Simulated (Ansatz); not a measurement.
**Cu wire along [110], 17 atoms a period: bands along the axis**

What gap, if any, does the Cu wire along [110], 17 atoms a period have, and how many channels would it open?

Calculated with Ansatz 0.2.0; DFT PBE, plane waves, PAW; relaxation of a wire's period; PAW set soft_1, in the first sound run; inputs show where later runs differ.

**1. The structure**

The cell holds 17 atoms: 17 Cu. Its edges and angles: a = 14.060 Å, b = 14.500 Å, c = 2.567 Å, α = 90.0°, β = 90.0°, γ = 90.0°. Vacuum lies along a and b. The structure's axis is c.

**2. Relaxing the period**

Band widths follow the bond lengths, so the wire is relaxed first. The atoms and the third cell vector are free; the box across stays fixed as vacuum. A Fermi-Dirac smearing is set since the result may be a metal. The pressure printed is a third of the stress's trace over the whole box, vacuum included; only the stress along the axis is relaxed.

input.yaml

```yaml
crystal:
  lattice:
    - [14.06, 0.0, 0.0]
    - [0.0, 14.5, 0.0]
    - [0.0, 0.0, 2.5667976157]
  atoms:
    - { symbol: Cu, position: [0.241820768, 0.322993021, 0.0] }
    - { symbol: Cu, position: [0.241820768, 0.500013546, 0.0] }
    - { symbol: Cu, position: [0.5, 0.322993021, 0.0] }
    - { symbol: Cu, position: [0.5, 0.500013546, 0.0] }
    - { symbol: Cu, position: [0.758179232, 0.322993021, 0.0] }
    - { symbol: Cu, position: [0.758179232, 0.500013546, 0.0] }
    - { symbol: Cu, position: [0.370910384, 0.234482759, 0.5] }
    - { symbol: Cu, position: [0.370910384, 0.411503284, 0.5] }
    - { symbol: Cu, position: [0.370910384, 0.588523809, 0.5] }
    - { symbol: Cu, position: [0.370910384, 0.765544334, 0.5] }
    - { symbol: Cu, position: [0.629089616, 0.234482759, 0.5] }
    - { symbol: Cu, position: [0.629089616, 0.411503284, 0.5] }
    - { symbol: Cu, position: [0.629089616, 0.588523809, 0.5] }
    - { symbol: Cu, position: [0.629089616, 0.765544334, 0.5] }
    - { symbol: Cu, position: [0.241820768, 0.677034072, 0.0] }
    - { symbol: Cu, position: [0.5, 0.677034072, 0.0] }
    - { symbol: Cu, position: [0.758179232, 0.677034072, 0.0] }
kpoints:
  mp_grid: { grid: [1, 1, 32] }
scf:
  occupations: { method: fermi_dirac, width: 0.05 }
hamiltonian:
  xc: pbe
  pseudopotentials: { kind: paw, azcp: { folder: soft_1 } }
relax:
  cell: { fix: [a, b, alpha, beta, gamma] }
  max_steps: 45
  f_tol: 0.03
```

On the command line:

```sh
$ ansatz run input.yaml --threads 4 --pin off --max-ram 16384MiB --backend cpu --events-out ev --progress --plain --runs-dir out
```

Numbers of over 12 decimals in the logs are rounded to 6 here.

Log:

```text
Engine: ansatz 0.2.0, aarch64-unknown-linux-gnu
Pseudopotentials: kind: paw
Pseudopotential: Cu, paw, valence charge 19, recommended cutoff 420 eV (normal), soft_1/Cu.paw.azcp
Functional definition: PBE
  parameter kappa = 0.804
  parameter beta = 0.066725
  exchange = pbe_x(kappa = kappa, mu = beta*pi^2/3)
  correlation = pbe_c(beta = beta)
Crystal: 17 atoms, lattice volume = 523.293 Å³
Basis set: ecut = 420 eV, 10255 PW (Γ), exchange–correlation on 192×200×36 points (8 copies of the dense FFT grid, shifted against one another)
Bands: 194, of which v1, the nominal top of the filled ones, is band 162 counted from 1 (161 counted from 0)
Symmetry: 8 space group operations
Space group: Pmmm (ITA 47), of the structure as read, at distance tolerance 8.1e-5 Å
k-points: 17 of 32
Non-local potential: Cu, projectors of the file, l = 0: 3, l = 1: 2, l = 2: 3, l = 3: 1
PAW form: soft (Blöchl's): semilocal exchange-correlation on the pseudo side does not see the compensation charge
PAW one-centre angular grid: Cu, 590 points (default); XC on 64 Gauss nodes
Initial density: superposition of atomic densities (neutral atoms: chi_scale 0, normalization atom)
Initial wavefunctions: pseudopotential atomic-orbital guess
Functional: x = pbe(κ = 0.804, μ = 0.219515), c = pbe(β = 0.066725)
SCF iter   1: F=—  HF=-112631.590509 eV  |F-HF|=—  |Δ(HF+E_count)|=         —  Δρ=1.44e-1  dr2=6.76e1  ethr=3.10e-3  ⟨swp⟩=6.1  Hψ=12726  notcnv=0  defer=112
preconditioner: auto → LDOS  [metal: Δε(μ)=0.010 eV  Ē_g=6.742 eV  σ=0.050 eV  W_gap=0.05  n_scr=110 (ndim 8)  ℏωp=22.2 eV  f_vac=0.530  D(μ)=7.88/eV (n_scr^D=44)  β→1.0]
SCF iter   2: F=—  HF=-112703.208542 eV  |F-HF|=—  |Δ(HF+E_count)|=    7.16e1  Δρ=2.91e-1  dr2=2.60e2  ethr=3.10e-3  ⟨swp⟩=4.0  Hψ=9872  notcnv=0  defer=360  recentre
SCF iter   3: F=—  HF=-112620.474382 eV  |F-HF|=—  |Δ(HF+E_count)|=    8.27e1  Δρ=3.63e-2  dr2=4.63e0  ethr=3.10e-3  ⟨swp⟩=4.0  Hψ=8586  notcnv=0  defer=374
SCF iter   4: F=—  HF=-112619.827694 eV  |F-HF|=—  |Δ(HF+E_count)|=   6.47e-1  Δρ=1.69e-2  dr2=8.91e-1  ethr=1.43e-3  ⟨swp⟩=2.4  Hψ=5540  notcnv=0  defer=355
SCF iter   5: F=—  HF=-112619.658292 eV  |F-HF|=—  |Δ(HF+E_count)|=   1.69e-1  Δρ=3.93e-3  dr2=6.66e-2  ethr=2.76e-4  ⟨swp⟩=2.0  Hψ=5391  notcnv=0  defer=355
SCF iter   6: F=—  HF=-112619.673276 eV  |F-HF|=—  |Δ(HF+E_count)|=   1.50e-2  Δρ=1.87e-3  dr2=1.38e-2  ethr=2.06e-5  ⟨swp⟩=2.0  Hψ=4715  notcnv=0  defer=355
SCF iter   7: F=—  HF=-112619.675057 eV  |F-HF|=—  |Δ(HF+E_count)|=   1.78e-3  Δρ=5.19e-4  dr2=8.76e-4  ethr=4.26e-6  ⟨swp⟩=2.0  Hψ=4579  notcnv=0  defer=355
SCF iter   8: F=—  HF=-112619.676104 eV  |F-HF|=—  |Δ(HF+E_count)|=   1.05e-3  Δρ=4.10e-4  dr2=7.20e-4  ethr=2.71e-7  ⟨swp⟩=2.8  Hψ=5350  notcnv=0  defer=355
SCF iter   9: F=—  HF=-112619.676089 eV  |F-HF|=—  |Δ(HF+E_count)|=   1.54e-5  Δρ=1.78e-4  dr2=1.94e-4  ethr=2.23e-7  ⟨swp⟩=2.0  Hψ=4442  notcnv=0  defer=355
SCF iter  10: F=—  HF=-112619.676073 eV  |F-HF|=—  |Δ(HF+E_count)|=   1.56e-5  Δρ=6.82e-5  dr2=1.93e-5  ethr=5.99e-8  ⟨swp⟩=2.0  Hψ=4447  notcnv=0  defer=355
SCF iter  11: F=—  HF=-112619.676097 eV  |F-HF|=—  |Δ(HF+E_count)|=   2.40e-5  Δρ=3.88e-5  dr2=5.20e-6  ethr=5.99e-9  ⟨swp⟩=2.0  Hψ=4646  notcnv=0  defer=355
SCF iter  12: F=—  HF=-112619.676098 eV  |F-HF|=—  |Δ(HF+E_count)|=   8.89e-7  Δρ=1.89e-5  dr2=1.37e-6  ethr=1.61e-9  ⟨swp⟩=2.0  Hψ=5694  notcnv=0  defer=355
SCF iter  13: F=—  HF=-112619.676098 eV  |F-HF|=—  |Δ(HF+E_count)|=   5.37e-7  Δρ=6.42e-6  dr2=1.61e-7  ethr=4.26e-10  ⟨swp⟩=2.1  Hψ=5705  notcnv=0  defer=355
SCF iter  14: F=-112619.676099 eV  HF=-112619.676099 eV  |F-HF|=3.96e-8  |Δ(HF+E_count)|=   2.18e-7  Δρ=4.07e-6  dr2=6.39e-8  ethr=3.10e-11  ⟨swp⟩=4.1  Hψ=10464  notcnv=0
SCF 1 converged in 14 iterations: F = -112619.676099 eV  dr2 = 6.39e-8
  greatest PAW one-centre occupation: 1.000 electrons in one spin orbital (limit 2), on the Cu atom at site 13 (counted from 0), in its partial waves of l = 0
relax step   1: F+E_penalty+E_count = -112619.67609864 eV  Δ(F+E_penalty+E_count) = +0.000e0 eV  max|allowed force component| = 4.760e-1 eV/Å  Δτ_max = 0.0000 Å  P = -2.210 GPa  Ω = 523.293 Å³  fix = [a, b, alpha, beta, gamma]  reactions: a -1.862, b -1.908 GPa  (14 SCF iters, dr2 threshold 1.00e-7 eV, accepted)
Crystal: 17 atoms, lattice volume = 517.441 Å³
Basis set: ecut = 420 eV, 10131 PW (Γ), exchange–correlation on 192×200×36 points (8 copies of the dense FFT grid, shifted against one another)
Initial density: handed on by an earlier stage of this run
Initial wavefunctions: those handed on with the density
iter 1 solved again at ethr=4.09e-5 eV; its pass at ethr=3.10e-3 eV (dr2=1.32e-1 eV) is discarded
SCF iter   1: F=—  HF=-112619.912106 eV  |F-HF|=—  |Δ(HF+E_count)|=         —  Δρ=6.80e-3  dr2=1.34e-1  ethr=4.09e-5  ⟨swp⟩=3.1  Hψ=16005  notcnv=0
preconditioner: auto → LDOS  [metal: Δε(μ)=0.047 eV  Ē_g=7.499 eV  σ=0.050 eV  W_gap=0.22  n_scr=110 (ndim 8)  ℏωp=22.3 eV  f_vac=0.535  D(μ)=6.05/eV (n_scr^D=36)  β→1.0]
SCF iter   2: F=—  HF=-112620.033423 eV  |F-HF|=—  |Δ(HF+E_count)|=   1.21e-1  Δρ=1.57e-2  dr2=7.20e-1  ethr=4.09e-5  ⟨swp⟩=3.1  Hψ=7207  notcnv=0  recentre
SCF iter   3: F=—  HF=-112619.889743 eV  |F-HF|=—  |Δ(HF+E_count)|=   1.44e-1  Δρ=3.23e-3  dr2=3.13e-2  ethr=4.09e-5  ⟨swp⟩=2.2  Hψ=6591  notcnv=0  defer=344
SCF iter   4: F=—  HF=-112619.883555 eV  |F-HF|=—  |Δ(HF+E_count)|=   6.19e-3  Δρ=8.22e-4  dr2=2.28e-3  ethr=9.69e-6  ⟨swp⟩=2.0  Hψ=4565  notcnv=0  defer=344
SCF iter   5: F=—  HF=-112619.883370 eV  |F-HF|=—  |Δ(HF+E_count)|=   1.85e-4  Δρ=3.23e-4  dr2=3.40e-4  ethr=7.07e-7  ⟨swp⟩=2.5  Hψ=4542  notcnv=0  defer=344
SCF iter   6: F=—  HF=-112619.883419 eV  |F-HF|=—  |Δ(HF+E_count)|=   4.90e-5  Δρ=1.02e-4  dr2=4.00e-5  ethr=1.05e-7  ⟨swp⟩=2.0  Hψ=4515  notcnv=0  defer=344
SCF iter   7: F=—  HF=-112619.883429 eV  |F-HF|=—  |Δ(HF+E_count)|=   1.05e-5  Δρ=5.92e-5  dr2=1.11e-5  ethr=1.24e-8  ⟨swp⟩=2.5  Hψ=5303  notcnv=0  defer=344
SCF iter   8: F=-112619.883429 eV  HF=-112619.883430 eV  |F-HF|=1.04e-6  |Δ(HF+E_count)|=   4.75e-7  Δρ=1.86e-5  dr2=1.50e-6  ethr=5.26e-10  ⟨swp⟩=3.0  Hψ=13284  notcnv=0
SCF 2 converged in 8 iterations: F = -112619.883429 eV  dr2 = 1.50e-6
relax step   2: F+E_penalty+E_count = -112619.88342867 eV  Δ(F+E_penalty+E_count) = -2.073e-1 eV  max|allowed force component| = 2.510e-1 eV/Å  Δτ_max = 0.0460 Å  P = -1.061 GPa  Ω = 517.441 Å³  energy of the carried Pulay correction = +1.892e-3 eV  fix = [a, b, alpha, beta, gamma]  reactions: a -0.813, b -0.879 GPa  (8 SCF iters, dr2 threshold 1.70e-6 eV, accepted)
Crystal: 17 atoms, lattice volume = 510.191 Å³
[...]
SCF iter   8: F=—  HF=-112619.959481 eV  |F-HF|=—  |Δ(HF+E_count)|=   1.31e-6  Δρ=2.07e-5  dr2=2.00e-6  ethr=5.34e-9  ⟨swp⟩=2.0  Hψ=5103  notcnv=0  defer=377
SCF iter   9: F=-112619.959480 eV  HF=-112619.959481 eV  |F-HF|=1.67e-7  |Δ(HF+E_count)|=   1.67e-8  Δρ=6.97e-6  dr2=2.09e-7  ethr=5.26e-10  ⟨swp⟩=3.8  Hψ=9382  notcnv=0
SCF 3 converged in 9 iterations: F = -112619.959480 eV  dr2 = 2.09e-7
relax step   3: F+E_penalty+E_count = -112619.95948050 eV  Δ(F+E_penalty+E_count) = -7.605e-2 eV  max|allowed force component| = 6.560e-2 eV/Å  Δτ_max = 0.0482 Å  P = +0.280 GPa  Ω = 510.191 Å³  energy of the carried Pulay correction = +4.266e-3 eV  fix = [a, b, alpha, beta, gamma]  reactions: a +0.358, b +0.241 GPa  (9 SCF iters, dr2 threshold 1.70e-6 eV, accepted)
[...]
relax step   4: F+E_penalty+E_count = -112619.96380397 eV  Δ(F+E_penalty+E_count) = -4.323e-3 eV  max|allowed force component| = 1.286e-2 eV/Å  Δτ_max = 0.0271 Å  P = -0.023 GPa  Ω = 510.539 Å³  energy of the carried Pulay correction = +4.151e-3 eV  fix = [a, b, alpha, beta, gamma]  reactions: a -0.004, b +0.016 GPa  (9 SCF iters, dr2 threshold 2.69e-7 eV, accepted)
[...]
relax step   5: F+E_penalty+E_count = -112619.96424930 eV  Δ(F+E_penalty+E_count) = -4.453e-4 eV  max|allowed force component| = 2.669e-3 eV/Å  Δτ_max = 0.0070 Å  P = +0.035 GPa  Ω = 510.206 Å³  energy of the carried Pulay correction = +4.261e-3 eV  fix = [a, b, alpha, beta, gamma]  reactions: a +0.050, b +0.057 GPa  (8 SCF iters, dr2 threshold 1.68e-8 eV, accepted)
Initial wavefunctions: pseudopotential atomic-orbital guess (no wavefunctions were taken with the density)
iter 1 solved again at ethr=3.07e-7 eV; its pass at ethr=3.10e-3 eV (dr2=9.92e-4 eV) is discarded
SCF iter   1: F=—  HF=-112619.959274 eV  |F-HF|=—  |Δ(HF+E_count)|=         —  Δρ=5.92e-5  dr2=4.16e-6  ethr=3.07e-7  ⟨swp⟩=4.1  Hψ=23121  notcnv=0
preconditioner: auto → LDOS  [metal: Δε(μ)=0.038 eV  Ē_g=7.658 eV  σ=0.050 eV  W_gap=0.19  n_scr=102 (ndim 8)  ℏωp=22.5 eV  f_vac=0.538  D(μ)=5.89/eV (n_scr^D=36)  β→1.0]
SCF iter   2: F=—  HF=-112619.959333 eV  |F-HF|=—  |Δ(HF+E_count)|=   5.94e-5  Δρ=2.78e-4  dr2=2.32e-4  ethr=1.29e-9  ⟨swp⟩=3.0  Hψ=7658  notcnv=0
SCF iter   3: F=—  HF=-112619.959373 eV  |F-HF|=—  |Δ(HF+E_count)|=   4.02e-5  Δρ=3.83e-4  dr2=4.02e-4  ethr=1.29e-9  ⟨swp⟩=3.4  Hψ=7714  notcnv=0
SCF iter   4: F=—  HF=-112619.959281 eV  |F-HF|=—  |Δ(HF+E_count)|=   9.20e-5  Δρ=2.96e-5  dr2=2.38e-6  ethr=1.29e-9  ⟨swp⟩=3.0  Hψ=7587  notcnv=0
SCF iter   5: F=—  HF=-112619.959324 eV  |F-HF|=—  |Δ(HF+E_count)|=   4.28e-5  Δρ=1.36e-5  dr2=6.27e-7  ethr=7.37e-10  ⟨swp⟩=2.8  Hψ=5785  notcnv=0
SCF iter   6: F=—  HF=-112619.959324 eV  |F-HF|=—  |Δ(HF+E_count)|=   7.18e-8  Δρ=2.45e-6  dr2=4.88e-8  ethr=1.94e-10  ⟨swp⟩=2.0  Hψ=4579  notcnv=0
SCF iter   7: F=—  HF=-112619.959324 eV  |F-HF|=—  |Δ(HF+E_count)|=   1.43e-8  Δρ=1.54e-6  dr2=8.69e-9  ethr=1.51e-11  ⟨swp⟩=2.2  Hψ=4857  notcnv=0
SCF iter   8: F=—  HF=-112619.959324 eV  |F-HF|=—  |Δ(HF+E_count)|=   1.51e-9  Δρ=5.42e-7  dr2=1.33e-9  ethr=2.69e-12  ⟨swp⟩=2.0  Hψ=4892  notcnv=0
SCF iter   9: F=—  HF=-112619.959324 eV  |F-HF|=—  |Δ(HF+E_count)|=  6.98e-10  Δρ=2.20e-7  dr2=2.29e-10  ethr=1.00e-12  ⟨swp⟩=2.0  Hψ=4476  notcnv=0
SCF iter  10: F=-112619.959324 eV  HF=-112619.959324 eV  |F-HF|=1.89e-10  |Δ(HF+E_count)|=  3.49e-10  Δρ=1.73e-7  dr2=9.80e-11  ethr=1.00e-12  ⟨swp⟩=4.1  Hψ=10450  notcnv=0
SCF 6 converged in 10 iterations: F = -112619.959324 eV  dr2 = 9.80e-11
relax step   6: F+E_penalty+E_count = -112619.95932417 eV  Δ(F+E_penalty+E_count) = +4.925e-3 eV  max|allowed force component| = 2.679e-3 eV/Å  Δτ_max = 0.0000 Å  P = +0.041 GPa  Ω = 510.206 Å³  fix = [a, b, alpha, beta, gamma]  reactions: a +0.053, b +0.061 GPa  stress off target by 8.19e-3 GPa on what of the cell is left free  SCF on the basis re-selected at this cell (its energy is not comparable with the rows above)  (10 SCF iters)
basis re-selected at this cell: Δ(F+E_penalty+E_count) = +4.925e-3 eV, ΔP = +0.006 GPa vs the last step (what re-selecting the basis moved, of the pressure what is left beyond the Pulay correction that the steps carried, after the strain that the cell walked since its last selection, with what the two solves' SCF thresholds leave and, on support functions, any second-order correction that the steps lacked; it is no m [...]
SCF converged after 10 iterations
Free energy (F): -112619.959324 eV
Harris-Foulkes:  -112619.959324 eV  (|F-HF|=1.89e-10)
Internal energy: -112619.911014 eV  (E = F + TS)
E sigma→0 (E₀):  -112619.935169 eV
Entropy (-TS):   -0.048310 eV (-2.842 meV/atom)
Fermi energy:    3.862212 eV
--- Per-component energies (eV) ---
  E_band       = -10200.072515
  E_kinetic    = 4446.908400
  E_local      = -302309.681233  (includes V_loc(G=0)·N_el)
  E_nonlocal   = 15188.316468
  E_hartree    = 143333.282925
  E_xc         = -1156.590222
  E_vxc        = -1491.866609  (∫ρ·V_xc dr)
  E_paw        = -30906.201846  (= ΣΔE_a)
  E_vpaw       = -12700.332185  (= ΣTr[D̂ρ^β])
  E_aug_tail   = 0.016179  (compensation charges beyond the density's cutoff)
  E_ewald      = 58784.038316
  E_smearing   = -0.048310  (= −TS)
  E_closure    = -0.000000  (closes the sum)
  Σ components = -112619.959324   (vs F -112619.959324, Δ=0.00e0)
--- Forces (eV/Å), atoms counted from 1 ---
  atom   1  Cu     0.00104932    -0.00053760    -0.00000000
  atom   2  Cu    -0.00015097    -0.00000000     0.00000000
  atom   3  Cu     0.00000000     0.00194157     0.00000000
  atom   4  Cu    -0.00000000     0.00000000     0.00000000
  atom   5  Cu    -0.00104932    -0.00053760    -0.00000000
  atom   6  Cu     0.00015097     0.00000000    -0.00000000
  atom   7  Cu    -0.00267852     0.00031365     0.00000000
  atom   8  Cu    -0.00016599     0.00078470     0.00000000
  atom   9  Cu    -0.00016599    -0.00078470    -0.00000000
  atom  10  Cu    -0.00267852    -0.00031365     0.00000000
  atom  11  Cu     0.00267852     0.00031365    -0.00000000
  atom  12  Cu     0.00016599     0.00078470     0.00000000
  atom  13  Cu     0.00016599    -0.00078470    -0.00000000
  atom  14  Cu     0.00267852    -0.00031365    -0.00000000
  atom  15  Cu     0.00104932     0.00053760     0.00000000
  atom  16  Cu    -0.00000000    -0.00194157    -0.00000000
  atom  17  Cu    -0.00104932     0.00053760     0.00000000
  max |Σ_I F_I| component: 4.34e-19 eV/Å
--- Stress (GPa, compression-positive) ---
        0.053088       0.000000      -0.000000
        0.000000       0.061112       0.000000
       -0.000000       0.000000       0.008192
  P = ⅓ Tr σ = 0.0408 GPa (0.408 kbar)
--- Relaxed structure (5 steps of the walk, 5 accepted, 1 SCFs on fresh bases) ---
  F+E_penalty+E_count = -112619.95932417 eV   max|allowed force component| = 2.679e-3 eV/Å   (the final SCF, on the basis selected at the relaxed cell)
  cell:  # Å, volume = 510.2060 Å³
    - [14.06, 0, 0]
    - [0, 14.5, 0]
    - [0, 0, 2.502605]
  atoms:
    - { symbol: Cu, position: [0.244510, 0.327422, 0] }
    - { symbol: Cu, position: [0.240045, 0.500014, 0.0] }
    - { symbol: Cu, position: [0.500000, 0.320436, 0] }
    - { symbol: Cu, position: [0.500000, 0.500014, 0] }
    - { symbol: Cu, position: [0.755490, 0.327422, 0] }
    - { symbol: Cu, position: [0.759955, 0.500014, 0] }
    - { symbol: Cu, position: [0.369636, 0.241046, 0.500000] }
    - { symbol: Cu, position: [0.370020, 0.413309, 0.500000] }
    - { symbol: Cu, position: [0.370020, 0.586718, 0.500000] }
    - { symbol: Cu, position: [0.369636, 0.758981, 0.500000] }
    - { symbol: Cu, position: [0.630364, 0.241046, 0.500000] }
    - { symbol: Cu, position: [0.629980, 0.413309, 0.500000] }
    - { symbol: Cu, position: [0.629980, 0.586718, 0.500000] }
    - { symbol: Cu, position: [0.630364, 0.758981, 0.500000] }
    - { symbol: Cu, position: [0.244510, 0.672605, 0] }
    - { symbol: Cu, position: [0.500000, 0.679592, 0.0] }
    - { symbol: Cu, position: [0.755490, 0.672605, 0] }
```

It took 5.5 min on 4 threads of Arm Neoverse V1, shared host; peak memory 2.8 GiB.

(Part 1 of 2 ends here.)

[Logs are printed without paths, hosts, clocks, repeated set-up lines and the standing remarks that a program may print on its own settings, such as how far it seeks lower states.]

[Hosts, paths, dates, database ids (printed as entryN), source tags and the programs' standing remarks are cut or masked in the printed files.]
